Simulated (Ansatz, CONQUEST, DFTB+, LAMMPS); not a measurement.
# (K,Na)Cl at 900 K with crystalline order left by the classical run (76 atoms) in DFTB+, part 2 of 2

How do the settings of DFTB+ change the result for (K,Na)Cl at 900 K with crystalline order left by the classical run (76 atoms)? A plane-wave run serves as the yardstick.

Program: DFTB+ 25.1; the method stands at each step. Banners, paths, timers and routine set-up lines are dropped from the logs unmarked, and long logs keep their key lines alone; longer cuts are marked.

So far. Step 2 (IPEA1-xTB): Forces lie 727 % from the reference's, at 0.12 times its CPU time (on 1 against 4 cores).

## 3. DFTB 3ob-3-1

Method: third-order SCC-DFTB tight binding, 3ob-3-1 parameters, diagonalisation.

The folder slako/ holds the set 3ob-3-1.

dftb_in.hsd reads:

```
Geometry = GenFormat {
  <<< geo.gen
}
Driver = {}
Hamiltonian = DFTB {
  Scc = Yes
  SlaterKosterFiles = Type2FileNames {
    Prefix = "slako/"
    Separator = "-"
    Suffix = ".skf"
  }
  MaxAngularMomentum {
    K = "p"
    Na = "p"
    Cl = "d"
  }
  ThirdOrderFull = Yes
  HCorrection = Damping { Exponent = 4.0 }
  HubbardDerivs {
    K = -0.0339
    Na = -0.0454
    Cl = -0.0697
  }
  SccTolerance = 1e-06
  MaxSccIterations = 300
  Mixer = Broyden { MixingParameter = 0.2 }
  Filling = Fermi { Temperature [K] = 580 }
  KPointsAndWeights = { 0.0 0.0 0.0 1.0 }
}
Analysis {
  PrintForces = Yes
  MullikenAnalysis = Yes
}
ParserOptions { ParserVersion = 14 }
```

geo.gen reads:

```
76 F
K Na Cl
[... 80 atom lines left out: the same atoms as in the first run ...]
```

Started as:

```sh
> OMP_NUM_THREADS=1 dftb+ > output.txt
```

The program printed:

```text
Reading input file 'dftb_in.hsd'
Parser version: 14
--------------------------------------------------------------------------------
Reading SK-files:
./slako/K-K.skf
./slako/K-Na.skf
./slako/K-Cl.skf
./slako/Na-Na.skf
./slako/Na-Cl.skf
./slako/Cl-Cl.skf
Done.
Processed input in HSD format written to 'dftb_pin.hsd'
Starting initialization...
[... lines left out ...]
WARNING!
[... lines left out ...]
Force type                   original
--------------------------------------------------------------------------------
***  Geometry step: 0
 iSCC Total electronic   Diff electronic      SCC error
    1   -0.13050695E+03    0.00000000E+00    0.70712309E+00
    2   -0.13057561E+03   -0.13050695E+03    0.53188841E+00
    3   -0.13068607E+03   -0.68660313E-01    0.76755270E-01
[...]
12   -0.13068845E+03   -0.34134473E-10    0.34408939E-05
>> Charges saved for restart in charges.bin
   13   -0.13068845E+03   -0.21685764E-10    0.57933079E-06
Total Energy:                     -130.3326594750 H        -3546.5321 eV
Extrapolated to 0K:               -130.3326594750 H        -3546.5321 eV
Total Mermin free energy:         -130.3326594750 H        -3546.5321 eV
Force related energy:             -130.3326594750 H        -3546.5321 eV
Volume:                              0.169579E+05 au^3   0.251290E+04 A^3
Pressure:                           -0.974052E-05 au    -0.286576E+09 Pa
```

detailed.out:

```text
Fermi distribution function
Calculation with static geometry
********************************************************************************
 iSCC Total electronic   Diff electronic      SCC error
   13   -0.13068845E+03   -0.21685764E-10    0.57933079E-06
********************************************************************************
 Total charge:    -0.00000000
 Atomic gross charges (e)
[... lines left out ...]
Fermi level:                        -0.1038688716 H           -2.8264 eV
[... lines left out ...]
Band free energy (E-TS):           -95.7551912629 H        -2605.6313 eV
[... lines left out ...]
Total energy:                     -130.3326594750 H        -3546.5321 eV
[... lines left out ...]
Total Mermin free energy:         -130.3326594750 H        -3546.5321 eV
[... lines left out ...]
SCC converged
Total Forces
[... lines left out ...]
    2      0.002527219457     -0.003230469792      0.006871731218
[...]
75      0.002253045785      0.000961814635      0.004861571268
   76      0.001980781443     -0.003897938352     -0.004198670978
Total stress tensor
     -0.000003698423      0.000013018151      0.000013583898
      0.000013018150     -0.000013034996     -0.000011184751
      0.000013583898     -0.000011184751     -0.000012488134
Total lattice derivs
      0.002441171281     -0.008592725641     -0.008966151489
     -0.008592725499      0.008603844406      0.007382577028
     -0.008966151559      0.007382576898      0.008242883994
Maximal derivative component:        0.511812E-01 au
Volume:                              0.169579E+05 au^3
Pressure:                           -0.974052E-05 au    -0.286576E+09 Pa
Warning: dipole moment is not defined absolutely!
Dipole moment:  -20.19192078   -6.73297186   -3.99693061 au
Dipole moment:  -51.32274751  -17.11350882  -10.15918509 Debye
```

Wall time 1.9 s (1 thread of Intel Xeon 6975P-C (Granite Rapids), shared host); peak memory 0.16 GiB.

Numbers from this run, and their distance from the reference:

```yaml
r_m_s_force_component: 0.4396 eV/Å
r_m_s_difference_of_force_components: 281.5 meV/Å
longest_difference_of_force_vectors: 2247 meV/Å
force_difference_over_r_m_s_force: 119.9 %
slope_of_forces_against_the_reference_s: 1.533
correlation_of_force_components: 0.8191
spacing_of_highest_filled_and_lowest_empty_level: 3.988 eV
gap_difference: 0.3415 eV
pressure: -0.2866 GPa
pressure_difference: 0.8327 GPa
```

Against the first run (727 %), the force difference from the reference is 120 %, at 0.16 times the CPU time.

## 4. The ladder

Differences are against the plane-wave reference, forces as r.m.s. over components; share is that over the reference's r.m.s. force, slope the least-squares factor from reference forces to these. Total energies of different programs have different zeros and aren't compared.

```
               run  Δ force, r.m.s. (meV/Å)  share (%)  slope  Δ pressure (GPa)  Δ gap (eV)  cores  CPU time  memory (GiB)
         reference                        -          -      -                 -           -      4      84 s           2.9
   DFTB+ IPEA1-xTB                     1706        727  4.270             -11.6        1.55      1      10 s          0.37
DFTB+ DFTB 3ob-3-1                      282        120  1.533             0.833       0.342      1     1.7 s          0.16
```

CPU time is summed over cores on a shared host, where runs went side by side, so it is rough. Symmetry, cutoffs, thresholds, outputs and thread counts weren't matched or tuned between programs; memory under MPI is the largest rank's times the ranks.

Mean charges by element (e), by run and scheme:

```
               run    scheme      K     Na     Cl
         reference    Löwdin  +0.78  +0.73  -0.71
   DFTB+ IPEA1-xTB  Mulliken  +0.64  +0.89  -0.75
DFTB+ DFTB 3ob-3-1  Mulliken  +0.47  +0.46  -0.46
```

The reference's Löwdin charges lack the electrons that the projection spills, 0.025 e an atom on average.

## 5. Outcome

```
nearest in forces : DFTB+ DFTB 3ob-3-1, 120 %
its CPU time      : 1.7 s
```

**Reading.** Tight binding differs by 120 % (DFTB+ DFTB 3ob-3-1) to 727 % (DFTB+ IPEA1-xTB); it is another model, with fitted parameters of its own, and the xTB methods hold dispersion. IPEA1-xTB was fitted to ionisation energies and electron affinities, not to forces or charges. Of the electronic-structure runs that take under half the reference's CPU time, DFTB+ DFTB 3ob-3-1 comes nearest, at 120 % in 1.7 s against 84 s, too far off to be of use. Charges hang on model, scheme and program or settings: among these rows the mean for Na runs from +0.46 to +0.89 e. Periodic xTB results under one method name differ between programs and library versions (DFTB+ here holds tblite 0.3). The network of bonds at the start is that of the classical potential that made the cell, and needn't be the one that DFT or experiment would give. The ion parameters were fitted for water, not for melts, so the starting structure of this cell may lie well off the real melt's. The electronic-structure runs sample only Γ, in a cell whose shortest periodic width is 14 Å.

[Also dropped from logs without a mark: logging warnings of Python, and SIESTA's first energy breakdown and zero terms.]

[Logs are printed without paths, hosts, clocks, repeated set-up lines and the standing remarks that a program may print on its own settings, such as how far it seeks lower states.]

[Hosts, paths, dates, database ids (printed as entryN), source tags and the programs' standing remarks are cut or masked in the printed files.]
